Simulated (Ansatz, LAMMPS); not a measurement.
# Glassy 67P2O5-33MgO (mol %) (80 atoms): support functions against a reference

Wanted: errors and times of a linear-scaling basis for glassy 67P2O5-33MgO (mol %) (80 atoms). A setting counts as converged where the r.m.s. difference of forces stays under 1 % of the r.m.s. force.

Method: Kohn-Sham DFT, PBE, PAW (set soft_2), plane waves, in Ansatz 0.2.0.

## Step 1: The starting structure

The cell holds 80 atoms: 20 P, 5 Mg and 55 O. Its edges and angles: a = 10.335 Å, b = 10.335 Å, c = 10.335 Å, α = 90.0°, β = 90.0°, γ = 90.0°. 80 atoms (20 P, 5 Mg, 55 O) placed at random at 2.44 g/cm³, melted at 4000 K for 10 ps at fixed volume with the Morse and Coulomb pair potential with partial charges (Pedone, Malavasi, Menziani, Cormack and Segre, J. Phys. Chem. B 110, 11780 (2006)). Quenched from 4000 K to 300 K at 25 K/ps and fixed volume, held 5 ps.

What the set-up can't give: The quench rate of 25 K/ps is orders of magnitude faster than experiment, which tends to freeze in extra defects. The starting topology of bonds comes from the classical model, and needn't be the one that DFT or experiment would give. Only the Γ point is sampled, in a cell whose shortest periodic width is 10 Å.

## Step 2: The classical run that made the cell

A classical potential makes the cell, at a small fraction of what the same run would cost in DFT.

This step: classical MD, Morse and Coulomb pair potential with partial charges (Pedone, Malavasi, Menziani, Cormack and Segre, J. Phys. Chem. B 110, 11780 (2006)) (LAMMPS 22 Jul 2025 - Update 4).

The input, in.lmp:

```
# melt-quench of P20Mg5O55
units metal
atom_style charge
boundary p p p
region box block 0 10.3354 0 10.3354 0 10.3354
create_box 3 box
mass 1 30.9738   # P
mass 2 24.3050   # Mg
mass 3 15.9990   # O
create_atoms 1 random 20 317138 NULL overlap 1.5 maxtry 2000
create_atoms 2 random 5 317145 NULL overlap 1.5 maxtry 2000
create_atoms 3 random 55 317152 NULL overlap 1.5 maxtry 2000
pair_style hybrid/overlay pedone 5.5 coul/long 8.0
pair_coeff * * coul/long
pair_coeff 1 3 pedone 0.831326 2.585833 1.800790 1   # P-O
pair_coeff 2 3 pedone 0.038908 2.281000 2.586153 5   # Mg-O
pair_coeff 3 3 pedone 0.042395 1.379316 3.618701 22   # O-O
set type 1 charge 3
set type 2 charge 1.2
set type 3 charge -1.2
kspace_style pppm 1.0e-4
neigh_modify delay 0 every 1 check yes
thermo_style custom step time temp pe press density
thermo_modify norm yes
timestep 0.002
thermo 100
min_style cg
minimize 1e-4 1e-4 200 2000
reset_timestep 0
velocity all create 4000 317139 mom yes dist gaussian
fix lim all nve/limit 0.05
fix lan all langevin 4000 4000 0.2 317140 zero yes
thermo 500
run 1000 post no
# [... 7 lines left out ...]
fix md all nvt temp 4000 300 0.2
run 74000 post no
unfix md
thermo 1250
fix md all nvt temp 300 300 0.2
run 2500 post no
unfix md
write_dump all custom glass.dump id type xs ys zs modify sort id
```

On the command line:

```sh
$ lmp -in in.lmp -log none -nocite
```

What it wrote:

```text
LAMMPS (22 Jul 2025 - Update 4)
Created orthogonal box = (0 0 0) to (10.3354 10.3354 10.3354)
Created 20 atoms
Created 5 atoms
Created 55 atoms
PPPM initialization ...
  G vector (1/distance) = 0.38728052
  grid = 12 12 12
  estimated relative force accuracy = 6.0764364e-05
   Step          Time           Temp          PotEng         Press         Density
         0   0              0             -2.7111393      689431.66      2.4380114
        90   0.18           0             -20.895013     -5894.4743      2.4380114
Loop time of 0.0495487 s on 1 MPI rank(s) for 90 steps with 80 atoms
Minimization stats:
  Stopping criterion = energy tolerance
[... 17 lines left out ...]
[... 1 line left out ...]
Loop time of 1.68325 s on 1 MPI rank(s) for 5000 steps with 80 atoms
   Step          Time           Temp          PotEng         Press         Density
[... 11 lines left out ...]
     80000   160            264.66177     -21.002123     -6804.7153      2.4380114
Loop time of 23.7631 s on 1 MPI rank(s) for 74000 steps with 80 atoms
   Step          Time           Temp          PotEng         Press         Density
     80000   160            264.66177     -21.002123     -6804.7153      2.4380114
     81250   162.5          289.97738     -21.005751     -21134.906      2.4380114
     82500   165            270.80931     -21.010431     -28107.1        2.4380114
Loop time of 0.743929 s on 1 MPI rank(s) for 2500 steps with 80 atoms
```

Elapsed: 27 s, on 1 thread of Arm Neoverse V2, shared host; peak memory 0.07 GiB.

## Step 3: Plane-wave single point

The first run fixes the reference, at a cutoff of 420 eV.

The input, input.yaml:

```yaml
crystal:
  lattice:
    - [10.3354, 0.0, 0.0]
    - [0.0, 10.3354, 0.0]
    - [0.0, 0.0, 10.3354]
  atoms:
    - { symbol: P, position: [0.74976, 0.34122, 0.49433] }
    - { symbol: P, position: [0.91795, 0.63349, 0.91721] }
    - { symbol: P, position: [0.71887, 0.22785, 0.77342] }
    - { symbol: P, position: [0.50043, 0.47973, 0.15892] }
    - { symbol: P, position: [0.14029, 0.3281, 0.39341] }
    - { symbol: P, position: [0.74086, 0.79466, 0.7488] }
    - { symbol: P, position: [0.1786, 0.68371, 0.2263] }
    - { symbol: P, position: [0.44081, 0.69633, 0.38589] }
    - { symbol: P, position: [0.939, 0.02227, 0.75881] }
    - { symbol: P, position: [0.51636, 0.99316, 0.77491] }
    - { symbol: P, position: [0.08485, 0.06562, 0.50496] }
    - { symbol: P, position: [0.1333, 0.18986, 0.12511] }
    - { symbol: P, position: [0.72795, 0.82149, 0.38991] }
    - { symbol: P, position: [0.65536, 0.96586, 0.14777] }
    - { symbol: P, position: [0.79904, 0.46616, 0.14027] }
    - { symbol: P, position: [0.1204, 0.39338, 0.90116] }
    - { symbol: P, position: [0.37795, 0.98572, 0.49183] }
    - { symbol: P, position: [0.93362, 0.58863, 0.39324] }
    - { symbol: P, position: [0.37947, 0.55217, 0.89222] }
    - { symbol: P, position: [0.08193, 0.66942, 0.6497] }
    - { symbol: Mg, position: [0.52781, 0.21612, 0.30203] }
    - { symbol: Mg, position: [0.02928, 0.91982, 0.0541] }
    - { symbol: Mg, position: [0.85176, 0.16631, 0.24979] }
    - { symbol: Mg, position: [0.34907, 0.94644, 0.0585] }
    - { symbol: Mg, position: [0.35621, 0.47872, 0.60115] }
    - { symbol: O, position: [0.65877, 0.10505, 0.19758] }
    - { symbol: O, position: [0.83657, 0.71996, 0.39728] }
    - { symbol: O, position: [0.81956, 0.46973, 0.48442] }
    - { symbol: O, position: [0.85977, 0.53077, 0.26575] }
    - { symbol: O, position: [0.84663, 0.90117, 0.74536] }
    - { symbol: O, position: [0.04907, 0.66793, 0.29838] }
    - { symbol: O, position: [0.61766, 0.88568, 0.77955] }
    - { symbol: O, position: [0.39807, 0.84749, 0.45439] }
    - { symbol: O, position: [0.02716, 0.00638, 0.86879] }
    - { symbol: O, position: [0.1203, 0.29157, 0.00944] }
    - { symbol: O, position: [0.71593, 0.71993, 0.63112] }
    - { symbol: O, position: [0.42395, 0.00743, 0.88106] }
    - { symbol: O, position: [0.78594, 0.69954, 0.85391] }
    - { symbol: O, position: [0.44972, 0.35214, 0.18818] }
    - { symbol: O, position: [0.98525, 0.65599, 0.76782] }
    - { symbol: O, position: [0.02097, 0.98845, 0.40388] }
    - { symbol: O, position: [0.18805, 0.57507, 0.66926] }
    - { symbol: O, position: [0.19758, 0.56233, 0.15264] }
    - { symbol: O, position: [0.65352, 0.46933, 0.15608] }
    - { symbol: O, position: [0.72315, 0.32227, 0.88276] }
    - { symbol: O, position: [0.84033, 0.13277, 0.77891] }
    - { symbol: O, position: [0.15194, 0.27065, 0.25356] }
    - { symbol: O, position: [0.2367, 0.03057, 0.50671] }
    - { symbol: O, position: [0.61496, 0.34286, 0.42947] }
    - { symbol: O, position: [0.82895, 0.24054, 0.42219] }
    - { symbol: O, position: [0.45734, 0.52287, 0.02094] }
    - { symbol: O, position: [0.44358, 0.0747, 0.39601] }
    - { symbol: O, position: [0.52205, 0.91454, 0.12756] }
    - { symbol: O, position: [0.01839, 0.4996, 0.92267] }
    - { symbol: O, position: [0.24278, 0.10352, 0.09511] }
    - { symbol: O, position: [0.09516, 0.2103, 0.46897] }
    - { symbol: O, position: [0.18664, 0.81916, 0.15398] }
    - { symbol: O, position: [0.44784, 0.49914, 0.77625] }
    - { symbol: O, position: [0.00661, 0.62584, 0.52531] }
    - { symbol: O, position: [0.42995, 0.60679, 0.49822] }
    - { symbol: O, position: [0.01081, 0.06087, 0.63624] }
    - { symbol: O, position: [0.58591, 0.76033, 0.37803] }
    - { symbol: O, position: [0.73635, 0.29587, 0.64081] }
    - { symbol: O, position: [0.83522, 0.55579, 0.03102] }
    - { symbol: O, position: [0.85032, 0.33129, 0.14424] }
    - { symbol: O, position: [0.60562, 0.12528, 0.77246] }
    - { symbol: O, position: [0.09486, 0.32546, 0.7757] }
    - { symbol: O, position: [0.29889, 0.69946, 0.31675] }
    - { symbol: O, position: [0.26981, 0.36613, 0.4473] }
    - { symbol: O, position: [0.73064, 0.88928, 0.25211] }
    - { symbol: O, position: [0.0463, 0.44088, 0.38443] }
    - { symbol: O, position: [0.72863, 0.96261, 0.02202] }
    - { symbol: O, position: [0.35366, 0.69215, 0.89288] }
    - { symbol: O, position: [0.47844, 0.59025, 0.26165] }
    - { symbol: O, position: [0.44714, 0.99462, 0.63137] }
    - { symbol: O, position: [0.00999, 0.10658, 0.14486] }
    - { symbol: O, position: [0.11637, 0.80853, 0.62867] }
    - { symbol: O, position: [0.72838, 0.93062, 0.48317] }
    - { symbol: O, position: [0.25679, 0.45922, 0.90224] }
    - { symbol: O, position: [0.98259, 0.73914, 0.99704] }
kpoints:
  mp_grid: { grid: [1, 1, 1] }
hamiltonian:
  xc: pbe
scf:
  occupations: { method: fixed }
output:
  forces: true
  stress: true
  populations: intrinsic
  dos:
    method: { smearing: { sigma: 0.15 } }
    de: 0.1
    projected: { site_lists: { Mg: [Mg], O: [O], P: [P] } }
  eigenvalues: true
  write_density: true
  write_potential: true
  volumetric_format: npy
  elf: true
```

On the command line:

```sh
$ ansatz run input.yaml --threads 4 --pin off --max-ram 8192MiB --backend cpu --events-out ev --progress --plain --runs-dir out
```

What it wrote:

```text
Engine: ansatz 0.2.0, aarch64-unknown-linux-gnu
Pseudopotentials: kind: paw
Pseudopotential: P, paw, valence charge 5, recommended cutoff 420 eV (normal), P.paw.azcp
Pseudopotential: Mg, paw, valence charge 10, recommended cutoff 420 eV (normal), Mg.paw.azcp
Pseudopotential: O, paw, valence charge 6, recommended cutoff 420 eV (normal), O.paw.azcp
[... 5 lines on functional and potentials left out ...]
Crystal: 80 atoms, lattice volume = 1104.033 Å³
Basis set: ecut = 420 eV, 21631 PW (Γ), exchange–correlation on 144×144×144 points (8 copies of the dense FFT grid, shifted against one another)
Bands: 320, of which v1, the nominal top of the filled ones, is band 240 counted from 1 (239 counted from 0)
Symmetry: 1 space group operations
Space group: P1 (ITA 1), of the structure as read, at distance tolerance 1.0e-4 Å
k-points: 1
[... 7 lines on functional and potentials left out ...]
Initial density: superposition of atomic densities (neutral atoms: chi_scale 0, normalization atom), corrected by the library's trained network
Initial wavefunctions: pseudopotential atomic-orbital guess
Functional: x = pbe(κ = 0.804, μ = 0.219515), c = pbe(β = 0.066725)
SCF iter   1: F=—  HF=-55961.403063 eV  |F-HF|=—  |Δ(HF+E_count)|=         —  Δρ=4.55e-3  dr2=3.19e-1  ethr=1.77e-3  ⟨swp⟩=6.0  Hψ=1266  notcnv=0  defer=78
preconditioner: auto → Resta (q_TF=auto, 2.375 Å⁻¹)  ε∞=3.1  [insulator: Δε(μ)=2.464 eV  Ē_g=16.365 eV  n_scr=250 (ndim 8)  ℏωp=23.4 eV  f_vac=0.210  ε∞_Penn≈3.1]
SCF iter   2: F=—  HF=-55961.336509 eV  |F-HF|=—  |Δ(HF+E_count)|=   6.66e-2  Δρ=2.41e-3  dr2=6.33e-2  ethr=6.64e-5  ⟨swp⟩=3.0  Hψ=551  notcnv=0  defer=78
SCF iter   3: F=—  HF=-55961.327616 eV  |F-HF|=—  |Δ(HF+E_count)|=   8.89e-3  Δρ=1.02e-3  dr2=1.92e-2  ethr=1.32e-5  ⟨swp⟩=3.0  Hψ=441  notcnv=0  defer=78
SCF iter   4: F=—  HF=-55961.323546 eV  |F-HF|=—  |Δ(HF+E_count)|=   4.07e-3  Δρ=3.93e-4  dr2=2.00e-3  ethr=4.00e-6  ⟨swp⟩=3.0  Hψ=550  notcnv=0  defer=78
SCF iter   5: F=—  HF=-55961.323315 eV  |F-HF|=—  |Δ(HF+E_count)|=   2.31e-4  Δρ=2.02e-4  dr2=4.30e-4  ethr=4.18e-7  ⟨swp⟩=2.0  Hψ=426  notcnv=0  defer=78
SCF iter   6: F=—  HF=-55961.323314 eV  |F-HF|=—  |Δ(HF+E_count)|=   1.12e-6  Δρ=6.69e-5  dr2=4.44e-5  ethr=8.96e-8  ⟨swp⟩=3.0  Hψ=513  notcnv=0  defer=77
SCF iter   7: F=—  HF=-55961.325160 eV  |F-HF|=—  |Δ(HF+E_count)|=   1.85e-3  Δρ=2.80e-5  dr2=7.53e-6  ethr=9.25e-9  ⟨swp⟩=2.0  Hψ=500  notcnv=0  defer=77
SCF iter   8: F=—  HF=-55961.325161 eV  |F-HF|=—  |Δ(HF+E_count)|=   1.50e-6  Δρ=9.91e-6  dr2=1.04e-6  ethr=1.57e-9  ⟨swp⟩=3.0  Hψ=542  notcnv=0  defer=77
SCF iter   9: F=—  HF=-55961.325162 eV  |F-HF|=—  |Δ(HF+E_count)|=   4.90e-7  Δρ=3.68e-6  dr2=1.48e-7  ethr=2.18e-10  ⟨swp⟩=3.0  Hψ=432  notcnv=0  defer=77
SCF iter  10: F=-55961.325162 eV  HF=-55961.325162 eV  |F-HF|=1.32e-8  |Δ(HF+E_count)|=   5.27e-8  Δρ=2.10e-6  dr2=4.20e-8  ethr=2.08e-11  ⟨swp⟩=29.0  Hψ=3761  notcnv=0
SCF 1 converged in 10 iterations: F = -55961.325162 eV  dr2 = 4.20e-8
  greatest PAW one-centre occupation: 1.000 electrons in one spin orbital (limit 2), on the Mg atom at site 20 (counted from 0), in its partial waves of l = 0
SCF converged after 10 iterations
Free energy (F): -55961.325162 eV
Harris-Foulkes:  -55961.325162 eV  (|F-HF|=1.32e-8)
Internal energy: -55961.325162 eV  (E = F + TS)
E sigma→0 (E₀):  -55961.325162 eV
Fermi energy:    3.552089 eV
--- Per-component energies (eV) ---
  E_band       = -4269.515230
  E_kinetic    = 11715.997919
  E_local      = -41560.156942  (includes V_loc(G=0)·N_el)
  E_nonlocal   = 3720.614262
  E_hartree    = 15390.071218
  E_xc         = -5462.801052
  E_vxc        = -6620.147193  (∫ρ·V_xc dr)
  E_paw        = -21582.085929  (= ΣΔE_a)
  E_vpaw       = -2306.104253  (= ΣTr[D̂ρ^β])
  E_aug_tail   = 0.139444  (compensation charges beyond the density's cutoff)
  E_ewald      = -18183.104082
  E_smearing   = -0.000000  (= −TS)
  E_closure    = 0.000000  (closes the sum)
  Σ components = -55961.325162   (vs F -55961.325162, Δ=0.00e0)
--- Forces (eV/Å), atoms counted from 1 ---
  atom   1  P     -0.65227354    -0.63878867    -3.91784687
  atom   2  P      4.30975977     1.26369743    -0.77908010
  atom   3  P      0.91486848     1.34697828     2.44394256
  atom   4  P     -0.69242931     3.73255490     0.61883222
  atom   5  P      1.41689895     4.88459737     0.03816830
  atom   6  P     -0.00448893    -1.66640948    -2.59227893
  atom   7  P      0.94869567    -0.42810586    -2.77348144
  atom   8  P     -0.57765660    -0.85141806    -0.10229074
  atom   9  P     -1.46364964    -1.02129073     2.19464018
  atom  10  P      0.37668967     2.07418695    -2.05041464
  atom  11  P     -0.27212808    -2.66473476    -2.67115717
  atom  12  P     -1.46717425     0.58531336    -0.27906593
  atom  13  P     -1.93925047     1.72257138     1.36643810
  atom  14  P      0.18332773     0.91115561    -3.89737182
[...]
atom  79  O     -0.45515568    -0.80580649     1.27797859
  atom  80  O     -0.65638623    -0.09190583    -0.19379188
  max |Σ_I F_I| component: 3.10e-5 eV/Å
--- Stress (GPa, compression-positive) ---
       -0.047362      -0.804354      -1.193414
       -0.804351      -1.235590      -0.677759
       -1.193419      -0.677761      -0.041326
  P = ⅓ Tr σ = -0.4414 GPa (-4.414 kbar)
--- Band table (eV) ---
  k-point 0: bands = ["-71.8697", "-71.7962", "-71.2693", "-71.0494", [... 304 levels ...], "12.6623", "12.7572", "12.7835", "12.8279", "12.8607", "12.8964", "12.9958", "13.0137", "13.1017", "13.1524", "13.1877", "13.2409"]
--- intrinsic populations: 80 sites ---
  site symbol       q [e]
     0      P      2.8279
     1      P      2.8446
     2      P      2.8149
[...]
79      O      7.0784
  spilling = 0.000000 (of n_electrons = 480.000000)
```

Run time: 15 s. Hardware: 4 threads of Arm Neoverse V2, shared host; peak memory 1.3 GiB.

Read from the output:

- free energy: -55961.3252 eV
- free energy per atom: -699.5166 eV/atom
- SCF cycles: 10
- pressure: -0.4414 GPa
- r.m.s. force component: 1.336 eV/Å
- longest force: 5.121 eV/Å
- Fermi energy: 3.552 eV
- gap (highest filled to lowest empty level): 2.028 eV

The r.m.s. force component of 1.3 eV/Å sets the scale for the differences below.

## Step 4: Support functions low

The cell is solved in localised support functions.

This step: Kohn-Sham DFT, PBE, PAW (set soft_2), localised support functions (low) (Ansatz 0.2.0).

input.yaml, the sections that differ from step 3:

```yaml
scf:
  occupations: { method: fixed }
  eigensolver: { kind: { support_functions: { accuracy: low } } }
  max_iter: 150
output:
  forces: true
  eigenvalues: true
# crystal, kpoints, hamiltonian: as in step 3
```

What it wrote:

```text
Warning: scf.eigensolver.kind.support_functions: disabling space-group detection — the functions' gradient is summed over unrotated k-points, so no spatial operation reduces the k-mesh or symmetrises the density; time reversal is kept, so that k and −k are solved as one point where they differ and the mesh holds both, and exact exchange and, on two spinor components, a DFT+U term hold to it where the run has them: [...]
settings of this run that can trade accuracy for cost: scf.eigensolver.kind.support_functions; scf.eigensolver.kind.support_functions.accuracy: low [...]
[...]
Crystal: 80 atoms, lattice volume = 1104.033 Å³
Basis set: ecut = 420 eV, 21631 PW (Γ), exchange–correlation on 150×150×150 points (8 copies of the dense FFT grid, shifted against one another)
Bands: 288, of which v1, the nominal top of the filled ones, is band 240 counted from 1 (239 counted from 0)
Symmetry: 1 space group operations
k-points: 1
[...]
SCF iter   1: F=—  HF=-55922.504085 eV  |F-HF|=—  |Δ(HF+E_count)|=         —  Δρ=1.20e-1  dr2=1.67e2  ethr=1.00e-1
[...]
SCF iter  12: F=—  HF=-55961.736963 eV  |F-HF|=—  |Δ(HF+E_count)|=   1.96e-3  Δρ=3.03e-5  dr2=2.11e-5  ethr=1.42e-8  κ⁻¹=2.1e-5(r=7)
SCF iter  13: F=-55961.738505 eV  HF=-55961.738507 eV  |F-HF|=1.83e-6  |Δ(HF+E_count)|=   1.54e-3  Δρ=1.81e-5  dr2=4.87e-6  ethr=4.40e-9
SCF 1 converged in 13 iterations: F = -55961.758020 eV  dr2 = 4.87e-6
[...]
SCF converged after 13 iterations
Stability not checked: this state was not tested for a lower state beside it, because the mixer in use, unlike msr1, does not test its closes by its own steps (another_mixer; see scf.mixing.algorithm and scf.lower_state_search)
Free energy (F): -55961.758020 eV
[...]
Internal energy: -55961.758020 eV  (E = F + TS)
E sigma→0 (E₀):  -55961.758020 eV
Fermi energy:    3.552353 eV
[...]
Σ components = -55961.758020   (vs F -55961.758020, Δ=0.00e0)
--- Forces (eV/Å), atoms counted from 1 ---
  atom   1  P     -0.65317087    -0.63970829    -3.91786550
  atom   2  P      4.31160404     1.26282668    -0.77956308
  atom   3  P      0.91526303     1.34581343     2.44330307
  atom   4  P     -0.69312688     3.73176941     0.61884391
[...]
atom  80  O     -0.65529255    -0.09151902    -0.19345813
  max |Σ_I F_I| component: 3.95e-3 eV/Å
--- Band table (eV) ---
[...]
```

It took 1.7 min on 4 threads; peak memory 3.3 GiB.

The program notes that the band table was not solved further than the SCF left it and it switched symmetry off.

Keys that differ from the reference: support_functions.accuracy = "low" and scf.max_iter = 150.

Forces differ from the reference by 0.87 meV/Å r.m.s., 0.065 % of their size, well within a tolerance of 1 %; the energy by -5.4 meV/atom. It took roughly 7.2 times the reference's time (one timing each, with unlike analyses asked), in 13 cycles against 10.

(Part 1 of 3 ends here.)

[Long decimals in the printed logs are rounded to 6 places.]

[Logs are printed without paths, hosts, clocks, repeated set-up lines and the standing remarks that a program may print on its own settings, such as how far it seeks lower states.]

[Hosts, paths, dates, database ids (printed as entryN), source tags and the programs' standing remarks are cut or masked in the printed files.]
